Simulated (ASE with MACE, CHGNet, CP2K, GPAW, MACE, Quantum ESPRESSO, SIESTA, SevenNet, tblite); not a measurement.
**A faulty CP2K run on amorphous B22.5Ba6.7O60.7Si10.1 (89 atoms)**

Program: CP2K 2026.2, a calculation on a cell of 20 B, 6 Ba, 54 O and 9 Si, 12.0 Å³ an atom.

File input.inp:

```
&GLOBAL
  PROJECT cell
  RUN_TYPE ENERGY_FORCE
  PRINT_LEVEL LOW
&END GLOBAL
&FORCE_EVAL
  METHOD QS
  STRESS_TENSOR ANALYTICAL
  &DFT
    BASIS_SET_FILE_NAME BASIS_MOLOPT
    POTENTIAL_FILE_NAME GTH_POTENTIALS
    &MGRID
      CUTOFF 600
      REL_CUTOFF 50
      NGRIDS 5
    
    &QS
      EPS_DEFAULT 1.0E-12
    &END QS
    &SCF
      SCF_GUESS ATOMIC
      EPS_SCF 1.0E-06
      MAX_SCF 25
      &OT
        MINIMIZER CG
        PRECONDITIONER FULL_ALL
        ENERGY_GAP 0.001
      &END OT
      &OUTER_SCF
        EPS_SCF 1.0E-06
        MAX_SCF 2
      &END OUTER_SCF
      &PRINT
        &RESTART OFF
        &END RESTART
      &END PRINT
    &END SCF
    &XC
      &XC_FUNCTIONAL PBE
      &END XC_FUNCTIONAL
    &END XC
    &PRINT
      &MULLIKEN ON
      &END MULLIKEN
      &HIRSHFELD ON
        SHAPE_FUNCTION DENSITY
      &END HIRSHFELD
      &MO_CUBES
        NHOMO 1
        NLUMO 4
        WRITE_CUBE F
      &END MO_CUBES
    &END PRINT
  &END DFT
  &SUBSYS
    &CELL
      A 10.22531 0.00000 0.00000
      B 0.00000 10.22531 0.00000
      C 0.00000 0.00000 10.22531
    &END CELL
    &COORD
      SCALED
      B 0.74262 0.15473 0.76135
      B 0.06594 0.54366 0.28105
      B 0.96577 0.92971 0.34966
      B 0.87322 0.60170 0.69358
      B 0.18736 0.45200 0.59039
      B 0.90218 0.35467 0.23179
      B 0.60873 0.82274 0.91873
      B 0.85525 0.70679 0.29803
      B 0.49689 0.27252 0.07653
      B 0.13383 0.22875 0.00671
[... 75 atom lines left out ...]
      Si 0.19117 0.48869 0.05193
      Si 0.27619 0.16641 0.19944
      Si 0.67809 0.06176 0.01318
      Si 0.87579 0.83928 0.82081
    &END COORD
    &KIND B
      BASIS_SET DZVP-MOLOPT-SR-GTH-q3
      POTENTIAL GTH-PBE-q3
    &END KIND
    &KIND Ba
      BASIS_SET DZVP-MOLOPT-SR-GTH-q10
      POTENTIAL GTH-PBE-q10
    &END KIND
    &KIND O
      BASIS_SET DZVP-MOLOPT-SR-GTH-q6
      POTENTIAL GTH-PBE-q6
    &END KIND
    &KIND Si
      BASIS_SET DZVP-MOLOPT-SR-GTH-q4
      POTENTIAL GTH-PBE-q4
    &END KIND
  &END SUBSYS
  &PRINT
    &FORCES ON
    &END FORCES
    &STRESS_TENSOR ON
    &END STRESS_TENSOR
  &END PRINT
&END FORCE_EVAL
```

Started as:

```
$ OMP_NUM_THREADS=1 mpirun -np 4 cp2k.psmp -i input.inp > output.txt
```

Log:

```text
Possible matches for unknown subsection
 QS
   keyword NGRIDS in section %__ROOT__%FORCE_EVAL%DFT%MGRID score:  105
   keyword NGRIDS in section %__ROOT__%FORCE_EVAL%PROPERTIES%TDDFPT%MGRID score:  105
   keyword NGRIDS in section %__ROOT__%FORCE_EVAL%PROPERTIES%RIXS%TDDFPT%MGRID score:  105
   keyword CUTOFF in section %__ROOT__%FORCE_EVAL%DFT%MGRID score:  104
   subsection RS_GRID in section %__ROOT__%FORCE_EVAL%DFT%MGRID score:  104
 *   ___                                                                       *
 *  /   \                                                                      *
 * [ABORT]                                                                     *
 *  \___/                 unknown subsection QS of section MGRID               *
 *    |                                                                        *
 *  O/|                                                                        *
 * /| |                                                                        *
```

Elapsed: 1 s, on 4 MPI ranks of Intel Xeon Platinum 8488C (Sapphire Rapids), shared host; peak memory 0.66 GiB.

Banners, paths, timers and routine set-up lines are dropped from the logs unmarked, and long logs keep their key lines alone; longer cuts are marked.

**Question.** Which part of the input is at fault, and how is it mended?

A section left open: &END MGRID left out. Mend: put back the line &END MGRID.

The program stopped at the start.

[Also dropped from logs without a mark: logging warnings of Python, and SIESTA's first energy breakdown and zero terms.]

[Logs are printed without paths, hosts, clocks, repeated set-up lines and the standing remarks that a program may print on its own settings, such as how far it seeks lower states.]

[Hosts, paths, dates, database ids (printed as entryN), source tags and the programs' standing remarks are cut or masked in the printed files.]
